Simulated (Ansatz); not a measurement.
**Decaying states in the gap of SrBiAsO6**

A new crystal, SrBiAsO6: structure, gap and complex bands. It is built by putting Bi for part of the As in the SrAs2O6 structure of space group P-31m, with the volume rescaled by atomic radii. The parent structure comes from the Materials Project.

Calculated with Ansatz 0.2.0; r2SCAN DFT, plane waves, PAW files, in the first sound run; inputs show where later runs differ.

The structure was built from a prototype and need not be the compound's stable phase.

## 1. The starting structure

The structure is trigonal, space group P312 (No. 149). Conventional cell: a = 4.991 Å, b = 4.991 Å, c = 5.577 Å, α = 90.00°, β = 90.00°, γ = 120.00°. Sr has 6 O at 2.58 Å nearest. Nearest to As lie 6 O at 1.88 Å. Nearest to Bi lie 6 O at 1.88 Å. O has 1 As at 1.88 Å and 1 Bi at 1.88 Å and 1 Sr at 2.58 Å nearest. It derives from SrAs2O6. Bi for part of the As in the SrAs2O6 structure of space group P-31m. Farther neighbours and most contacts between anions are not listed.

## 2. Cell and atoms at rest

The substituted atoms don't fit the parent's cell, so cell and atoms relax together. A small smearing keeps the run stable in case the gap closes on the way.

File input.yaml:

```yaml
crystal:
  lattice:
    - [4.9913764668, 0.0, 0.0]
    - [-2.4956882334, 4.3226588201, 0.0]
    - [0.0, 0.0, 5.5771934808]
  atoms:
    - { symbol: Sr, position: [0.0, 0.0, 0.0] }
    - { symbol: As, position: [0.3333333333, 0.6666666667, 0.5] }
    - { symbol: Bi, position: [0.6666666667, 0.3333333333, 0.5] }
    - { symbol: O, position: [0.0, 0.61644588, 0.69059964] }
    - { symbol: O, position: [0.0, 0.38355412, 0.30940036] }
    - { symbol: O, position: [0.38355412, 0.38355412, 0.69059964] }
    - { symbol: O, position: [0.61644588, 0.61644588, 0.30940036] }
    - { symbol: O, position: [0.38355412, 0.0, 0.30940036] }
    - { symbol: O, position: [0.61644588, 0.0, 0.69059964] }
kpoints:
  mp_grid: { grid: [6, 6, 4] }
scf:
  occupations: { method: gaussian, width: 0.03 }
hamiltonian:
  xc: r2scan
output:
  forces: true
  stress: true
relax:
  f_tol: 0.02
  max_steps: 60
  cell: {}
```

Started as:

```sh
$ ansatz run input.yaml --threads 2 --pin off --max-ram 4096MiB --backend cpu --events-out ev --progress --plain --runs-dir out
```

Numbers of over 12 decimals in the logs are rounded to 6 here.

Log:

```text
Engine: ansatz 0.2.0, aarch64-unknown-linux-gnu
Pseudopotentials: kind: paw
Pseudopotential: Sr, paw, valence charge 10, recommended cutoff 500 eV (meta_gga), Sr.paw.azcp
Pseudopotential: As, paw, valence charge 15, recommended cutoff 500 eV (meta_gga), As.paw.azcp
Pseudopotential: Bi, paw, valence charge 15, recommended cutoff 500 eV (meta_gga), Bi.paw.azcp
Pseudopotential: O, paw, valence charge 6, recommended cutoff 500 eV (meta_gga), O.paw.azcp
Functional definition: r2SCAN
  parameter k0 = 0.174
  parameter k1 = 0.065
  parameter a1 = 4.9479
  exchange = r2scan_x(k0 = k0, k1 = k1, a1 = a1)
  correlation = r2scan_c
Crystal: 9 atoms, lattice volume = 120.334 Å³
Basis set: ecut = 500 eV, 3051 PW (Γ), exchange–correlation on 160×160×180 points (64 copies of the dense FFT grid, shifted against one another)
Bands: 47, of which v1, the nominal top of the filled ones, is band 38 counted from 1 (37 counted from 0)
Symmetry: 6 space group operations
Space group: P312 (ITA 149), of the structure as read, at distance tolerance 4.9e-5 Å
k-points: 24 of 144 (time reversal used)
Non-local potential: Sr, projectors of the file, l = 0: 3, l = 1: 2, l = 2: 2
Non-local potential: As, projectors of the file, l = 0: 2, l = 1: 2, l = 2: 3, l = 3: 1
Non-local potential: Bi, projectors of the file, l = 0: 2, l = 1: 2, l = 2: 2, l = 3: 2
Non-local potential: O, projectors of the file, l = 0: 2, l = 1: 2, l = 2: 1
PAW form: soft (Blöchl's): semilocal exchange-correlation on the pseudo side does not see the compensation charge
PAW frozen core: Sr, regenerated for the run's functional (the file was generated under x = pbe(κ = 0.804, μ = 0.219515), c = pbe(β = 0.066725))
PAW frozen core: As, regenerated for the run's functional (the file was generated under x = pbe(κ = 0.804, μ = 0.219515), c = pbe(β = 0.066725))
PAW frozen core: Bi, regenerated for the run's functional (the file was generated under x = pbe(κ = 0.804, μ = 0.219515), c = pbe(β = 0.066725))
PAW frozen core: O, regenerated for the run's functional (the file was generated under x = pbe(κ = 0.804, μ = 0.219515), c = pbe(β = 0.066725))
PAW one-centre angular grid: Sr, 302 points (default); XC on 160 Gauss nodes
PAW one-centre angular grid: As, 590 points (default); XC on 160 Gauss nodes
PAW one-centre angular grid: Bi, 590 points (default); XC on 160 Gauss nodes
PAW one-centre angular grid: O, 302 points (default); XC on 160 Gauss nodes
Initial density: superposition of atomic densities (neutral atoms: chi_scale 0, normalization atom), corrected by the library's trained network
Initial wavefunctions: pseudopotential atomic-orbital guess
Functional: x = r2scan, c = r2scan; τ floored in thin density (d = 2e-4 eV/Å³)
SCF iter   1: F=—  HF=-24237.928962 eV  |F-HF|=—  |Δ(HF+E_count)|=         —  Δρ=9.60e-3  dr2=9.44e-2  dr2_τ=6.00e-1  ethr=1.77e-3  ⟨swp⟩=7.8  Hψ=5411  notcnv=0  defer=15
preconditioner: auto → Resta (q_TF=auto, 2.527 Å⁻¹)  ε∞=3.2  [insulator: Δε(μ)=3.532 eV  Ē_g=18.461 eV  σ=0.030 eV  W_gap=1.00  n_scr=28 (ndim 8)  ℏωp=27.1 eV  f_vac=0.129  D(μ)=0.00/eV (n_scr^D=0)  ε∞_Penn≈3.2]
SCF iter   2: F=—  HF=-24238.153829 eV  |F-HF|=—  |Δ(HF+E_count)|=   2.25e-1  Δρ=5.34e-3  dr2=1.63e-2  dr2_τ=2.32e-3  ethr=1.24e-4  ⟨swp⟩=3.1  Hψ=2276  notcnv=0  defer=64
SCF iter   3: F=—  HF=-24238.154586 eV  |F-HF|=—  |Δ(HF+E_count)|=   7.58e-4  Δρ=1.47e-3  dr2=1.68e-3  dr2_τ=2.09e-4  ethr=2.15e-5  ⟨swp⟩=3.0  Hψ=2128  notcnv=0  defer=40
automatic band count: iteration 3 solves 46 bands in place of 47: the levels show a gap, and the empty bands left out lie too high to hold charge; the band table lists the bands solved (type scf.n_extra_bands for more)
SCF iter   4: F=—  HF=-24238.154688 eV  |F-HF|=—  |Δ(HF+E_count)|=   1.02e-4  Δρ=2.61e-4  dr2=7.05e-5  dr2_τ=7.38e-6  ethr=2.21e-6  ⟨swp⟩=3.0  Hψ=2310  notcnv=0  defer=40
SCF iter   5: F=—  HF=-24238.154803 eV  |F-HF|=—  |Δ(HF+E_count)|=   1.15e-4  Δρ=8.61e-5  dr2=1.07e-5  dr2_τ=6.59e-7  ethr=9.27e-8  ⟨swp⟩=2.0  Hψ=1927  notcnv=0  defer=40
SCF iter   6: F=—  HF=-24238.154807 eV  |F-HF|=—  |Δ(HF+E_count)|=   3.52e-6  Δρ=2.44e-5  dr2=1.03e-6  dr2_τ=6.80e-8  ethr=1.41e-8  ⟨swp⟩=2.0  Hψ=1770  notcnv=0  defer=40
SCF iter   7: F=—  HF=-24238.154807 eV  |F-HF|=—  |Δ(HF+E_count)|=   4.98e-7  Δρ=9.58e-6  dr2=1.48e-7  dr2_τ=7.09e-9  ethr=1.36e-9  ⟨swp⟩=2.0  Hψ=1975  notcnv=0  defer=40
SCF iter   8: F=-24238.154807 eV  HF=-24238.154807 eV  |F-HF|=5.06e-9  |Δ(HF+E_count)|=   2.29e-8  Δρ=2.37e-6  dr2=8.26e-9  dr2_τ=7.50e-10  ethr=1.32e-10  ⟨swp⟩=5.0  Hψ=4092  notcnv=0
SCF 1 converged in 8 iterations: F = -24238.154807 eV  dr2 = 8.26e-9
  greatest PAW one-centre occupation: 1.000 electrons in one spin orbital (limit 2), on the As atom at site 1 (counted from 0), in its partial waves of l = 2
relax step   1: F+E_penalty+E_count = -24238.15480741 eV  Δ(F+E_penalty+E_count) = +0.000e0 eV  max|allowed force component| = 5.783e0 eV/Å  Δτ_max = 0.0000 Å  P = +28.608 GPa  Ω = 120.334 Å³  (8 SCF iters, dr2 threshold 1.00e-7 eV, accepted)
Crystal: 9 atoms, lattice volume = 126.787 Å³
Basis set: ecut = 500 eV, 3247 PW (Γ), exchange–correlation on 160×160×180 points (64 copies of the dense FFT grid, shifted against one another)
Initial density: handed on by an earlier stage of this run
Initial wavefunctions: those handed on with the density
iter 1 solved again at ethr=8.05e-4 eV; its pass at ethr=3.10e-3 eV (dr2=6.12e-1 eV) is discarded
SCF iter   1: F=—  HF=-24240.802333 eV  |F-HF|=—  |Δ(HF+E_count)|=         —  Δρ=2.82e-2  dr2=6.13e-1  dr2_τ=6.81e0  ethr=8.05e-4  ⟨swp⟩=1.0  Hψ=6534  notcnv=0
automatic band count: iteration 1 solves 43 bands in place of 47: the levels show a gap, and the empty bands left out lie too high to hold charge; the band table lists the bands solved (type scf.n_extra_bands for more)
preconditioner: auto → Resta (q_TF=auto, 2.505 Å⁻¹)  ε∞=3.6  [insulator: Δε(μ)=2.283 eV  Ē_g=16.228 eV  σ=0.030 eV  W_gap=1.00  n_scr=28 (ndim 8)  ℏωp=26.4 eV  f_vac=0.131  D(μ)=0.00/eV (n_scr^D=0)  ε∞_Penn≈3.6]
SCF iter   2: F=—  HF=-24241.734848 eV  |F-HF|=—  |Δ(HF+E_count)|=   9.33e-1  Δρ=1.33e-2  dr2=7.88e-2  dr2_τ=8.38e-3  ethr=8.05e-4  ⟨swp⟩=3.8  Hψ=1919  notcnv=0
SCF iter   3: F=—  HF=-24241.745728 eV  |F-HF|=—  |Δ(HF+E_count)|=   1.09e-2  Δρ=3.65e-3  dr2=6.70e-3  dr2_τ=7.32e-4  ethr=1.04e-4  ⟨swp⟩=3.4  Hψ=2144  notcnv=0  defer=1
SCF iter   4: F=—  HF=-24241.748319 eV  |F-HF|=—  |Δ(HF+E_count)|=   2.59e-3  Δρ=1.15e-3  dr2=1.08e-3  dr2_τ=1.37e-4  ethr=8.81e-6  ⟨swp⟩=2.4  Hψ=2066  notcnv=0  defer=1
[...]
SCF iter   3: F=—  HF=-24241.805711 eV  |F-HF|=—  |Δ(HF+E_count)|=   8.76e-4  Δρ=9.46e-4  dr2=7.13e-4  dr2_τ=1.22e-4  ethr=7.06e-6  ⟨swp⟩=2.0  Hψ=1547  notcnv=0
SCF iter   4: F=—  HF=-24241.805805 eV  |F-HF|=—  |Δ(HF+E_count)|=   9.38e-5  Δρ=2.49e-4  dr2=7.51e-5  dr2_τ=1.03e-5  ethr=9.39e-7  ⟨swp⟩=2.0  Hψ=1537  notcnv=0
SCF iter   5: F=—  HF=-24241.805836 eV  |F-HF|=—  |Δ(HF+E_count)|=   3.15e-5  Δρ=1.09e-4  dr2=1.32e-5  dr2_τ=8.40e-7  ethr=9.88e-8  ⟨swp⟩=2.1  Hψ=1515  notcnv=0
SCF iter   6: F=-24241.805842 eV  HF=-24241.805842 eV  |F-HF|=5.06e-7  |Δ(HF+E_count)|=   5.96e-6  Δρ=2.45e-5  dr2=7.39e-7  dr2_τ=5.50e-8  ethr=1.18e-9  ⟨swp⟩=4.0  Hψ=4968  notcnv=0
SCF 3 converged in 6 iterations: F = -24241.805842 eV  dr2 = 7.39e-7
relax step   3: F+E_penalty+E_count = -24241.80584183 eV  Δ(F+E_penalty+E_count) = -5.690e-2 eV  max|allowed force component| = 1.566e-1 eV/Å  Δτ_max = 0.0397 Å  P = +0.441 GPa  Ω = 128.530 Å³  energy of the carried Pulay correction = -4.995e-3 eV  (6 SCF iters, dr2 threshold 9.00e-7 eV, accepted)
[...]
relax step   4: F+E_penalty+E_count = -24241.81328973 eV  Δ(F+E_penalty+E_count) = -7.448e-3 eV  max|allowed force component| = 2.127e-2 eV/Å  Δτ_max = 0.0122 Å  P = +0.352 GPa  Ω = 127.742 Å³  energy of the carried Pulay correction = -4.530e-3 eV  (6 SCF iters, dr2 threshold 9.00e-7 eV, accepted)
[...]
relax step   5: F+E_penalty+E_count = -24241.81359176 eV  Δ(F+E_penalty+E_count) = -3.020e-4 eV  max|allowed force component| = 1.345e-2 eV/Å  Δτ_max = 0.0022 Å  P = +0.064 GPa  Ω = 128.094 Å³  energy of the carried Pulay correction = -4.738e-3 eV  (5 SCF iters, dr2 threshold 3.83e-7 eV, accepted)
[...]
relax step   6: F+E_penalty+E_count = -24241.81360528 eV  Δ(F+E_penalty+E_count) = -1.351e-5 eV  max|allowed force component| = 5.060e-3 eV/Å  Δτ_max = 0.0012 Å  P = +0.004 GPa  Ω = 128.117 Å³  energy of the carried Pulay correction = -4.751e-3 eV  (4 SCF iters, dr2 threshold 2.80e-8 eV, accepted)
[...]
relax step   7: F+E_penalty+E_count = -24241.81753108 eV  Δ(F+E_penalty+E_count) = -3.926e-3 eV  max|allowed force component| = 5.329e-3 eV/Å  Δτ_max = 0.0000 Å  P = -0.005 GPa  Ω = 128.117 Å³  stress off target by 6.53e-2 GPa  SCF on the basis re-selected at this cell (its energy is not comparable with the rows above)  (6 SCF iters)
[...]
relax step   8: F+E_penalty+E_count = -24241.81754902 eV  Δ(F+E_penalty+E_count) = -1.794e-5 eV  max|allowed force component| = 2.054e-4 eV/Å  Δτ_max = 0.0000 Å  P = -0.003 GPa  Ω = 128.107 Å³  energy of the carried Pulay correction = +3.849e-6 eV  (4 SCF iters, dr2 threshold 1.07e-8 eV, accepted)
iter 1 solved again at ethr=7.30e-7 eV; its pass at ethr=3.10e-3 eV (dr2=5.55e-4 eV) is discarded
SCF iter   1: F=—  HF=-24241.817559 eV  |F-HF|=—  |Δ(HF+E_count)|=         —  Δρ=5.30e-6  dr2=1.45e-8  dr2_τ=2.33e-9  ethr=7.30e-7  ⟨swp⟩=3.0  Hψ=8742  notcnv=0
eigensolver tolerance schedule: the retry pair's looser diagonalisation over-reported the residual by 38274.22 of it (diagonalisation noise at an unbounded share of the residual, at the tolerance the schedule requests for it); recorded, not acted on — ethr = c·dr2/N_el stays at c = 1.0e-1
preconditioner: auto → Resta (q_TF=auto, 2.501 Å⁻¹)  ε∞=3.2  [insulator: Δε(μ)=2.208 eV  Ē_g=17.643 eV  σ=0.030 eV  W_gap=1.00  n_scr=28 (ndim 8)  ℏωp=26.2 eV  f_vac=0.126  D(μ)=0.00/eV (n_scr^D=0)  ε∞_Penn≈3.2]
SCF iter   2: F=—  HF=-24241.817556 eV  |F-HF|=—  |Δ(HF+E_count)|=   3.39e-6  Δρ=4.25e-6  dr2=1.47e-8  dr2_τ=2.51e-9  ethr=1.91e-11  ⟨swp⟩=4.4  Hψ=3360  notcnv=0
SCF iter   3: F=—  HF=-24241.817556 eV  |F-HF|=—  |Δ(HF+E_count)|=   2.48e-9  Δρ=2.17e-6  dr2=3.15e-9  dr2_τ=2.38e-10  ethr=1.91e-11  ⟨swp⟩=2.9  Hψ=2163  notcnv=0
SCF iter   4: F=—  HF=-24241.817556 eV  |F-HF|=—  |Δ(HF+E_count)|=   1.23e-9  Δρ=9.85e-7  dr2=8.97e-10  dr2_τ=1.10e-10  ethr=4.14e-12  ⟨swp⟩=2.0  Hψ=2040  notcnv=0
SCF iter   5: F=—  HF=-24241.817556 eV  |F-HF|=—  |Δ(HF+E_count)|=  1.16e-10  Δρ=5.17e-7  dr2=2.48e-10  dr2_τ=1.69e-11  ethr=1.18e-12  ⟨swp⟩=3.0  Hψ=1700  notcnv=0
SCF iter   6: F=-24241.817556 eV  HF=-24241.817556 eV  |F-HF|=4.00e-11  |Δ(HF+E_count)|=  5.82e-11  Δρ=2.31e-7  dr2=4.62e-11  dr2_τ=3.88e-12  ethr=1.00e-12  ⟨swp⟩=5.0  Hψ=3675  notcnv=0
SCF 9 converged in 6 iterations: F = -24241.817556 eV  dr2 = 4.62e-11
relax step   9: F+E_penalty+E_count = -24241.81755565 eV  Δ(F+E_penalty+E_count) = -6.635e-6 eV  max|allowed force component| = 1.949e-4 eV/Å  Δτ_max = 0.0000 Å  P = -0.003 GPa  Ω = 128.107 Å³  stress off target by 3.84e-3 GPa  SCF on the basis re-selected at this cell (its energy is not comparable with the rows above)  (6 SCF iters)
basis re-selected at this cell: Δ(F+E_penalty+E_count) = -6.635e-6 eV, ΔP = -0.000 GPa vs the last step (what re-selecting the basis moved, of the pressure what is left beyond the Pulay correction that the steps carried, after the strain that the cell walked since its last selection, with what the two solves' SCF thresholds leave and, on support functions, any second-order correction that the steps lacked; it is no m [...]
SCF converged after 6 iterations
Free energy (F): -24241.817556 eV
Harris-Foulkes:  -24241.817556 eV  (|F-HF|=4.00e-11)
Internal energy: -24241.817556 eV  (E = F + TS)
E sigma→0 (E₀):  -24241.817556 eV
Fermi energy:    7.390420 eV
--- Per-component energies (eV) ---
  E_band       = -578.881495
  E_kinetic    = 1709.779579
  E_local      = -7365.627691  (includes V_loc(G=0)·N_el)
  E_nonlocal   = 398.729968
  E_hartree    = 3013.004108
  E_xc         = -813.016615
  E_vxc        = -1045.807658  (∫ρ·V_xc dr)
  E_paw        = -16230.758622  (= ΣΔE_a)
  E_vpaw       = -367.623651  (= ΣTr[D̂ρ^β])
  E_aug_tail   = 0.005309  (compensation charges beyond the density's cutoff)
  E_vtau       = 65.654594  (kinetic-family band-sum trace: ∫τ·v_τ [+ j·A + Jᵃ·Aᵃ] dr)
  E_ewald      = -4953.014050
  E_core_change = -0.919543  (= ΣΔE_core)
  E_smearing   = -0.000000  (= −TS)
  E_closure    = 0.000000  (closes the sum)
  Σ components = -24241.817556   (vs F -24241.817556, Δ=0.00e0)
--- Forces (eV/Å), atoms counted from 1 ---
  atom   1  Sr     0.00000000     0.00000000     0.00000000
  atom   2  As     0.00000000     0.00000000     0.00000000
  atom   3  Bi     0.00000000    -0.00000000    -0.00000000
  atom   4  O     -0.00018897     0.00006258     0.00013403
  atom   5  O     -0.00004029    -0.00019495    -0.00013403
  atom   6  O      0.00004029    -0.00019495     0.00013403
  atom   7  O      0.00018897     0.00006258    -0.00013403
  atom   8  O     -0.00014869     0.00013236    -0.00013403
  atom   9  O      0.00014869     0.00013236     0.00013403
  max |Σ_I F_I| component: 1.23e-16 eV/Å
--- Stress (GPa, compression-positive) ---
       -0.003836      -0.000000       0.000000
       -0.000000      -0.003836       0.000000
        0.000000       0.000000      -0.001506
  P = ⅓ Tr σ = -0.0031 GPa (-0.031 kbar)
--- Relaxed structure (7 steps of the walk, 7 accepted, 2 SCFs on fresh bases) ---
  F+E_penalty+E_count = -24241.81755565 eV   max|allowed force component| = 1.949e-4 eV/Å   (the final SCF, on the basis selected at the relaxed cell)
  cell:  # Å, volume = 128.1072 Å³
    - [5.242870, 0, 0]
    - [-2.621435, 4.540459, 0]
    - [0, 0, 5.381517]
  atoms:
    - { symbol: Sr, position: [7.227616998247813e-19, 7.120454398265242e-19, 0] }
    - { symbol: As, position: [0.333333, 0.666667, 0.5] }
    - { symbol: Bi, position: [0.666667, 0.333333, 0.5] }
    - { symbol: O, position: [0.035730, 0.641876, 0.702114] }
    - { symbol: O, position: [0.035730, 0.393854, 0.297886] }
    - { symbol: O, position: [0.358124, 0.393854, 0.702114] }
    - { symbol: O, position: [0.606146, 0.641876, 0.297886] }
    - { symbol: O, position: [0.358124, -0.035730, 0.297886] }
    - { symbol: O, position: [0.606146, -0.035730, 0.702114] }
```

Wall time 89 s (2 threads of Arm Neoverse V2, shared host); peak memory 0.71 GiB.

The steps of the relaxation:

```
step  energy less that of the first step (eV)  largest force component (eV/Å)  pressure (GPa)  volume (Å³)
   1                                   0.0000                          5.7832           28.61       120.33
   2                                  -3.5941                          0.5863            1.79       126.79
   3                                  -3.6510                          0.1566            0.44       128.53
   4                                  -3.6585                          0.0213            0.35       127.74
   5                                  -3.6588                          0.0135            0.06       128.09
   6                                  -3.6588                          0.0051            0.00       128.12
  7*                                  -3.6627                          0.0053           -0.01       128.12
   8                                  -3.6627                          0.0002            0.00       128.11
  9*                                  -3.6627                          0.0002            0.00       128.11
```

Relaxation steps marked * repeat the geometry before them on a plane-wave basis chosen anew for their cell, so energy and pressure can jump there.

Forces are held to the 6 operations that the run works with; a distortion that breaks them can't arise in this run.

```
conventional cell, symmetrised  before  after  change
                         a (Å)   4.991  5.243  +5.0 %
                         b (Å)   4.991  5.243  +5.0 %
                         c (Å)   5.577  5.382  -3.5 %
              volume (Å³/atom)   13.37  14.23  +6.5 %
```

The atoms that moved most (Å, as changes of fractional coordinates times the final cell):

```
atom      dx      dy      dz  length
  O9   0.040  -0.162   0.062   0.178
  O8  -0.040  -0.162  -0.062   0.178
  O5   0.160   0.047  -0.062   0.178
  O7  -0.121   0.115  -0.062   0.178
  O6  -0.160   0.047   0.062   0.178
  O4   0.121   0.115   0.062   0.178
```

This step gave:

```yaml
free_energy: -24241.8176 eV
fermi_energy: 7.390 eV
pressure: -0.003059 GPa
```

The largest force component on a free atom ends at 1.9e-4 eV/Å.

(Part 1 of 4 ends here.)

[Logs are printed without paths, hosts, clocks, repeated set-up lines and the standing remarks that a program may print on its own settings, such as how far it seeks lower states.]

[Hosts, paths, dates, database ids (printed as entryN), source tags and the programs' standing remarks are cut or masked in the printed files.]

[New means built here by substitution; the compound itself may be known and measured.]
